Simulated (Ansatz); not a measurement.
## Quasiparticle gap of VBiO4 (I4_1/a)

Aim: the quasiparticle gap of VBiO4 (I4_1/a), starting from PBE.

Main program and level: Ansatz 0.2.0; PBE, then G0W0 on it, plane waves, PAW.

## Step 1: Starting point

It takes space group I4_1/a (No. 88, tetragonal). The conventional cell has a = 5.122 Å, b = 5.122 Å, c = 11.592 Å, α = 90.00°, β = 90.00°, γ = 90.00°. V has 4 O at 1.73 Å nearest. Nearest to Bi lie 8 O at 2.42 to 2.47 Å. O has 1 V at 1.73 Å and 2 Bi at 2.42 to 2.47 Å nearest. Farther neighbours and most contacts between anions are not listed.

The cell and positions are those that the Materials Project relaxed with its own functionals (PBE, PBE+U or r2SCAN), kept fixed. At the settings of the band run the largest force is still 0.12 eV/Å. Spin-orbit coupling is left out unless a step names it.

## Step 2: Bands along the symmetry lines

Levels along a band path and on the mesh show where this functional puts the band edges.

This step: DFT, PBE, plane waves, PAW; PAW set soft_1.

input.yaml reads:

```yaml
crystal:
  lattice:
    - [-2.56105292, 2.56105292, 5.7960647]
    - [2.56105292, -2.56105292, 5.7960647]
    - [2.56105292, 2.56105292, -5.7960647]
  atoms:
    - { symbol: V, position: [0.5, 0.5, 0.0] }
    - { symbol: V, position: [0.25, 0.75, 0.5] }
    - { symbol: Bi, position: [0.0, 0.0, 0.0] }
    - { symbol: Bi, position: [0.75, 0.25, 0.5] }
    - { symbol: O, position: [0.17085109, 0.56190276, 0.89100626] }
    - { symbol: O, position: [0.31190276, 0.9208965, 0.89105167] }
    - { symbol: O, position: [0.02984483, 0.42085109, 0.10894833] }
    - { symbol: O, position: [0.6708965, 0.27984483, 0.10899374] }
    - { symbol: O, position: [0.0791035, 0.97015517, 0.39100626] }
    - { symbol: O, position: [0.72015517, 0.82914891, 0.39105167] }
    - { symbol: O, position: [0.57914891, 0.68809724, 0.60899374] }
    - { symbol: O, position: [0.43809724, 0.3291035, 0.60894833] }
kpoints:
  mp_grid: { grid: [6, 6, 6] }
  band_path:
    path:
      - [[0.0, 0.0, 0.0], [0.0, 0.0, 0.5], [0.25, 0.25, 0.25], [0.0, 0.5, 0.0], [0.0, 0.0, 0.0], [0.5, 0.5, -0.5], [0.29881021, 0.70118979, -0.29881021]]
      - [[-0.29881021, 0.29881021, 0.29881021], [0.0, 0.0, 0.0]]
      - [[0.0, 0.0, 0.5], [-0.09762042, 0.09762042, 0.5]]
      - [[0.5, 0.5, -0.09762042], [0.5, 0.5, -0.5]]
    npoints: 10
hamiltonian:
  xc: pbe
  pseudopotentials: { kind: paw, azcp: { folder: soft_1 } }
scf:
  occupations: { method: fermi_dirac, width: 0.02 }
  n_extra_bands: 8
output:
  eigenvalues: true
  forces: true
  stress: true
  write_density: true
  write_potential: true
  elf: true
  volumetric_format: npy
```

Launch:

```sh
$ ansatz run input.yaml --threads 2 --pin off --max-ram 92160MiB --backend cuda --events-out ev --progress --plain --runs-dir out --devices 1 --max-vram 13GiB
```

Numbers of over 12 decimals in the logs are rounded to 6 here.

The program printed:

```text
scf.n_extra_bands = 8 over 52 filled bands (N_el = 104.0): the run solves 60 bands
GPUs: using 1 of 1 available (devices: 1).
Engine: ansatz 0.2.0, x86_64-unknown-linux-gnu
Pseudopotentials: kind: paw
Pseudopotential: V, paw, valence charge 13, recommended cutoff 420 eV (normal), soft_1/V.paw.azcp
Pseudopotential: Bi, paw, valence charge 15, recommended cutoff 420 eV (normal), soft_1/Bi.paw.azcp
Pseudopotential: O, paw, valence charge 6, recommended cutoff 420 eV (normal), soft_1/O.paw.azcp
Functional definition: PBE
  parameter kappa = 0.804
  parameter beta = 0.066725
  exchange = pbe_x(kappa = kappa, mu = beta*pi^2/3)
  correlation = pbe_c(beta = beta)
device memory: the entry about to start is reckoned to put 3.9 GiB on a device that reports 53.9 GiB free (of which the cap on the GPU budget leaves the run 13.0 GiB)
GPU FFT provider: cuFFT
GPU libraries: cuBLAS 13.8.2, cuFFT 12.4.0, cuSOLVER 12.3.4
Crystal: 12 atoms, lattice volume = 152.065 Å³
Basis set: ecut = 420 eV, 2995 PW (Γ), exchange–correlation on 96×96×96 points (8 copies of the dense FFT grid, shifted against one another)
Bands: 60, of which v1, the nominal top of the filled ones, is band 52 counted from 1 (51 counted from 0)
Symmetry: 8 space group operations
Space group: I41/a (ITA 88), of the structure as read, at distance tolerance 5.3e-5 Å
k-points: 36 of 216
Non-local potential: V, projectors of the file, l = 0: 3, l = 1: 2, l = 2: 3, l = 3: 1
Non-local potential: Bi, projectors of the file, l = 0: 2, l = 1: 2, l = 2: 2, l = 3: 1
Non-local potential: O, projectors of the file, l = 0: 2, l = 1: 2, l = 2: 1
PAW form: soft (Blöchl's): semilocal exchange-correlation on the pseudo side does not see the compensation charge
PAW one-centre angular grid: V, 590 points (default); XC on 64 Gauss nodes
PAW one-centre angular grid: Bi, 590 points (default); XC on 64 Gauss nodes
PAW one-centre angular grid: O, 110 points (default); XC on 64 Gauss nodes
Initial density: superposition of atomic densities (chi_scale 0.1, normalization cell, long waves kept (reshape's long-wave potential 0.01 eV rms))
Initial wavefunctions: pseudopotential atomic-orbital guess
GPU buffer pool allocated for 110592 grid points (all kernels)
GPU transforms: local potential and band sums: pruned to the plane-wave sphere, on 45×45×45
Functional: x = pbe(κ = 0.804, μ = 0.219515), c = pbe(β = 0.066725)
SCF iter   1: F=—  HF=-35169.243216 eV  |F-HF|=—  |Δ(HF+E_count)|=         —  Δρ=7.91e-2  dr2=1.67e1  ethr=3.10e-3  ⟨swp⟩=6.0  Hψ=7085  notcnv=0
preconditioner: auto → Resta (q_TF=auto, 2.561 Å⁻¹)  ε∞=6.0  [insulator: Δε(μ)=1.298 eV  Ē_g=12.571 eV  σ=0.020 eV  W_gap=1.00  n_scr=36 (ndim 8)  ℏωp=28.2 eV  f_vac=0.000  D(μ)=0.00/eV (n_scr^D=0)  ε∞_Penn≈6.0]
SCF iter   2: F=—  HF=-35167.021055 eV  |F-HF|=—  |Δ(HF+E_count)|=    2.22e0  Δρ=4.03e-2  dr2=4.04e0  ethr=3.10e-3  ⟨swp⟩=2.0  Hψ=3426  notcnv=0  defer=128
SCF iter   3: F=—  HF=-35166.466592 eV  |F-HF|=—  |Δ(HF+E_count)|=   5.54e-1  Δρ=7.34e-3  dr2=1.14e-1  ethr=3.10e-3  ⟨swp⟩=2.2  Hψ=3144  notcnv=0  defer=125
SCF iter   4: F=—  HF=-35166.489405 eV  |F-HF|=—  |Δ(HF+E_count)|=   2.28e-2  Δρ=2.48e-3  dr2=7.06e-3  ethr=1.10e-4  ⟨swp⟩=2.7  Hψ=3323  notcnv=0  defer=122
SCF iter   5: F=—  HF=-35166.498081 eV  |F-HF|=—  |Δ(HF+E_count)|=   8.68e-3  Δρ=6.05e-4  dr2=6.51e-4  ethr=6.79e-6  ⟨swp⟩=2.0  Hψ=3372  notcnv=0  defer=122
SCF iter   6: F=—  HF=-35166.498856 eV  |F-HF|=—  |Δ(HF+E_count)|=   7.75e-4  Δρ=2.95e-4  dr2=1.49e-4  ethr=6.26e-7  ⟨swp⟩=2.0  Hψ=3262  notcnv=0  defer=122
SCF iter   7: F=—  HF=-35166.498857 eV  |F-HF|=—  |Δ(HF+E_count)|=   7.70e-7  Δρ=6.40e-5  dr2=8.21e-6  ethr=1.43e-7  ⟨swp⟩=2.0  Hψ=2822  notcnv=0  defer=122
SCF iter   8: F=—  HF=-35166.499470 eV  |F-HF|=—  |Δ(HF+E_count)|=   6.13e-4  Δρ=1.43e-5  dr2=3.25e-7  ethr=7.89e-9  ⟨swp⟩=2.0  Hψ=3707  notcnv=0  defer=122
SCF iter   9: F=-35166.499470 eV  HF=-35166.499470 eV  |F-HF|=2.14e-8  |Δ(HF+E_count)|=   3.49e-7  Δρ=5.48e-6  dr2=4.24e-8  ethr=9.62e-11  ⟨swp⟩=14.8  Hψ=15811  notcnv=0
SCF 1 converged in 9 iterations: F = -35166.499470 eV  dr2 = 4.24e-8
  greatest PAW one-centre occupation: 1.000 electrons in one spin orbital (limit 2), on the V atom at site 1 (counted from 0), in its partial waves of l = 0
device memory: the entry about to start is reckoned to put 2.9 GiB on a device that reports 53.7 GiB free (of which the cap on the GPU budget leaves the run 13.0 GiB)
NSCF: frozen V_eff on 94 k-points
SCF converged after 9 iterations
Free energy (F): -35166.499470 eV
Harris-Foulkes:  -35166.499470 eV  (|F-HF|=2.14e-8)
Internal energy: -35166.499470 eV  (E = F + TS)
E sigma→0 (E₀):  -35166.499470 eV
Fermi energy:    9.943551 eV
--- Per-component energies (eV) ---
  E_band       = -668.448316
  E_kinetic    = 2434.349472
  E_local      = -7668.909006  (includes V_loc(G=0)·N_el)
  E_nonlocal   = 1393.958411
  E_hartree    = 2898.150787
  E_xc         = -1109.833708
  E_vxc        = -1287.631612  (∫ρ·V_xc dr)
  E_paw        = -24863.631141  (= ΣΔE_a)
  E_vpaw       = -1336.525246  (= ΣTr[D̂ρ^β])
  E_aug_tail   = 0.008582  (compensation charges beyond the density's cutoff)
  E_ewald      = -8250.592868
  E_smearing   = -0.000000  (= −TS)
  E_closure    = 0.000000  (closes the sum)
  Σ components = -35166.499470   (vs F -35166.499470, Δ=0.00e0)
--- Forces (eV/Å), atoms counted from 1 ---
  atom   1  V      0.00000000     0.00000000     0.00000000
  atom   2  V     -0.00000000     0.00000000     0.00000000
  atom   3  Bi     0.00000000     0.00000000     0.00000000
  atom   4  Bi     0.00000000     0.00000000     0.00000000
  atom   5  O     -0.05952029     0.10345998     0.03404322
  atom   6  O     -0.10345998    -0.05952029     0.03404322
  atom   7  O      0.10345998     0.05952029     0.03404322
  atom   8  O      0.05952029    -0.10345998     0.03404322
  atom   9  O     -0.05952029     0.10345998    -0.03404322
  atom  10  O     -0.10345998    -0.05952029    -0.03404322
  atom  11  O      0.05952029    -0.10345998    -0.03404322
  atom  12  O      0.10345998     0.05952029    -0.03404322
  max |Σ_I F_I| component: 1.39e-17 eV/Å
--- Stress (GPa, compression-positive) ---
        3.953378       0.000000       0.000000
       -0.000000       3.953378      -0.000000
        0.000000      -0.000000       4.299405
  P = ⅓ Tr σ = 4.0687 GPa (40.687 kbar)
--- Band table (eV; the first three rows and the last of 36) ---
  k-point 0: bands = [... 48 lower, 7.8972, 8.1674, 8.1674, 8.3825, 11.2351, 11.6957, 11.9458, 12.2140, ... 4 higher]
  k-point 1: bands = [... 48 lower, 7.9287, 8.0670, 8.2315, 8.4142, 11.2993, 11.6398, 11.7685, 11.8662, ... 4 higher]
  k-point 2: bands = [... 48 lower, 7.7774, 7.9783, 8.1993, 8.9023, 11.3292, 11.5809, 11.5874, 11.9879, ... 4 higher]
  k-point 35: bands = [... 48 lower, 7.8878, 7.8878, 8.1048, 8.1048, 11.7742, 11.7742, 11.8535, 11.8535, ... 4 higher]
```

It took 18 s on 1 × NVIDIA H100 80GB HBM3 (shared by 6 runs) with 2 threads of AMD EPYC 7R13 (Zen 3), shared host; peak memory 1.1 GiB; 22 s of CPU time.

The column dr2 measures how far the density is from self-consistency, as an energy; F and HF (Harris–Foulkes) agree once it is small.

This step gave:

```
pressure             : 4.069 GPa
filled bands         : 52
gap                  : 2.108 eV
valence top at       : k = (0.000, 0.000, 0.350)
conduction bottom at : k = (0.167, -0.167, -0.333)
least direct gap     : 2.196 eV
```

Over mesh and path the gap is 2.108 eV, from k = (0.000, 0.000, 0.350) to k = (0.167, -0.167, -0.333). The least direct gap found is 2.196 eV, at k = (-0.239, 0.239, 0.239). The pressure in this cell is 4 GPa; the cell is kept.

Electronic bands along the path, in eV, zero at the top of the highest nominally filled band:

| point | band 49 | band 50 | band 51 | band 52 | band 53 | band 54 | band 55 | band 56 |
| --- | --- | --- | --- | --- | --- | --- | --- | --- |
| Γ | -1.01 | -0.74 | -0.74 | -0.52 | 2.33 | 2.79 | 3.04 | 3.31 |
| halfway | -1.17 | -1.05 | -0.66 | -0.16 | 2.50 | 2.58 | 2.69 | 3.01 |
| X | -0.98 | -0.98 | -0.34 | -0.34 | 2.72 | 2.72 | 2.96 | 2.96 |
| halfway | -0.97 | -0.97 | -0.34 | -0.34 | 2.71 | 2.71 | 2.96 | 2.96 |
| P | -0.97 | -0.97 | -0.34 | -0.34 | 2.71 | 2.71 | 2.95 | 2.95 |
| halfway | -1.21 | -0.94 | -0.55 | -0.13 | 2.26 | 2.72 | 2.93 | 3.04 |
| N | -1.14 | -1.03 | -0.56 | -0.17 | 2.11 | 2.54 | 2.95 | 2.96 |
| halfway | -0.89 | -0.86 | -0.78 | -0.46 | 2.37 | 2.70 | 2.85 | 2.99 |
| Γ | -1.01 | -0.74 | -0.74 | -0.52 | 2.33 | 2.79 | 3.04 | 3.31 |
| halfway | -1.13 | -0.78 | -0.78 | -0.69 | 2.48 | 2.83 | 2.94 | 3.31 |
| M | -1.01 | -1.01 | -0.80 | -0.80 | 2.87 | 2.87 | 2.95 | 2.95 |
| halfway | -1.02 | -0.86 | -0.73 | -0.70 | 2.66 | 2.68 | 2.97 | 2.98 |
| S | -0.97 | -0.95 | -0.62 | -0.39 | 2.23 | 2.52 | 2.97 | 3.05 |
| jump to S0 | -0.97 | -0.95 | -0.62 | -0.39 | 2.23 | 2.52 | 2.97 | 3.05 |
| halfway | -0.99 | -0.92 | -0.75 | -0.29 | 2.32 | 2.71 | 2.81 | 2.85 |
| Γ | -1.01 | -0.74 | -0.74 | -0.52 | 2.33 | 2.79 | 3.04 | 3.31 |
| jump to X | -0.98 | -0.98 | -0.34 | -0.34 | 2.72 | 2.72 | 2.96 | 2.96 |
| halfway | -1.04 | -0.94 | -0.35 | -0.35 | 2.62 | 2.78 | 2.96 | 3.00 |
| R | -1.09 | -0.93 | -0.38 | -0.37 | 2.52 | 2.79 | 2.99 | 3.07 |
| jump to G | -1.09 | -0.93 | -0.38 | -0.37 | 2.52 | 2.79 | 2.99 | 3.07 |
| halfway | -0.87 | -0.87 | -0.73 | -0.59 | 2.47 | 2.80 | 2.98 | 2.98 |
| M | -1.01 | -1.01 | -0.80 | -0.80 | 2.87 | 2.87 | 2.95 | 2.95 |

Valence density in the ac plane of the conventional cell at fractional y = 0.500, with atoms of V and Bi within 0.2 Å of it. It is the smooth field of the valence electrons, not physical close to the nuclei.

Values in e/Å³, 24 rows by 14 columns, each cell a mean:
```
 0  0  0  0  0  2  8 10  4  1  0  0  0  0
 0  0  0  0  0  0  1  1  1  0  0  0  0  0
 0  0  0  0  0  0  0  0  0  0  0  0  0  0
 0  0  0  0  0  0  0  0  0  0  0  0  0  0
 3  1  0  0  0  0  0  0  0  0  0  0  1  3
13  6  1  0  0  0  0  0  0  0  0  0  3 10
10  4  1  1  0  0  0  0  0  0  0  1  2  8
 1  1  1  1  1  0  0  0  0  1  1  1  1  1
 0  0  0  1  1  0  0  0  0  0  1  1  0  0
 0  0  0  0  0  0  0  0  0  0  0  0  0  0
 0  0  0  0  0  1  3  3  2  1  0  0  0  0
 0  0  0  0  1  3  6  7  5  1  0  0  0  0
 0  0  0  0  1  3  5  6  4  1  0  0  0  0
 0  0  0  0  0  1  2  2  1  0  0  0  0  0
 0  0  0  0  0  0  0  0  0  0  0  0  0  0
 0  0  0  0  0  0  0  0  0  0  0  0  0  0
 3  2  1  0  0  0  0  0  0  0  0  0  1  3
 7  5  1  0  0  0  0  0  0  0  0  1  3  6
 6  4  1  0  0  0  0  0  0  0  0  1  3  5
 2  1  0  0  0  0  0  0  0  0  0  0  1  2
 0  0  0  0  0  0  0  0  0  0  0  0  0  0
 0  0  0  1  1  0  0  0  0  1  1  1  0  0
 0  0  0  1  1  1  2  3  1  1  1  1  0  0
 0  0  0  0  1  3 10 13  6  1  0  0  0  0
```
Columns run along a (5.1 Å), rows up along c (11.6 Å), edges of the conventional cell, whose origin can differ from the input's. Atoms in or near the plane, at fractional coordinates: V at (0.50, 0.00), V at (0.00, 0.75), Bi at (0.50, 0.50), Bi at (0.00, 0.25).

ELF in the ac plane of the conventional cell at fractional y = 0.500, with atoms of V and Bi within 0.2 Å of it. It is the smooth field of the valence electrons, not physical close to the nuclei.

Ten even steps from '0' (0.01) to '9' (0.78), each cell a mean:
```
00011588720100
00001133210000
00001100110000
11100000000111
54100000000125
87212100012159
86367510367448
33699710499843
03788410368851
01333233223320
00013444442000
00025423353000
00014422352100
00112455431110
00000122110000
32100100010123
45411100011354
23531000002542
23530000001442
44311000001244
22355310245422
03898511379961
04897455359961
02553588734530
```
Columns run along a (5.1 Å), rows up along c (11.6 Å), edges of the conventional cell, whose origin can differ from the input's. Atoms in or near the plane, at fractional coordinates: V at (0.50, 0.00), V at (0.00, 0.75), Bi at (0.50, 0.50), Bi at (0.00, 0.25).

(Continued in part 2 of 3.)

[Paths, hosts, dates, memory and timing lines, banners, echoed tables and standing remarks are left out of the program output.]

[Logs are printed without paths, hosts, clocks, repeated set-up lines and the standing remarks that a program may print on its own settings, such as how far it seeks lower states.]

[Runs of the session that timed out or met a known fault of the program may be left out.]

[Cells called generated may have been cut or substituted from an entry of the Crystallography Open Database or the Materials Project.]

[Hosts, paths, dates, database ids (printed as entryN), source tags and the programs' standing remarks are cut or masked in the printed files.]

[Where an RPA ε∞ is given, it is that of the G0W0 mesh and is not shown converged in it. Names of k-points follow the symmetry that the program found, which can be lower than the space group named. Band edges on a path are those of the sampled points; other points can move an edge, and change direct to indirect where valleys lie close.]

[Hybrid gaps are those of their k-mesh and are not shown converged in it.]
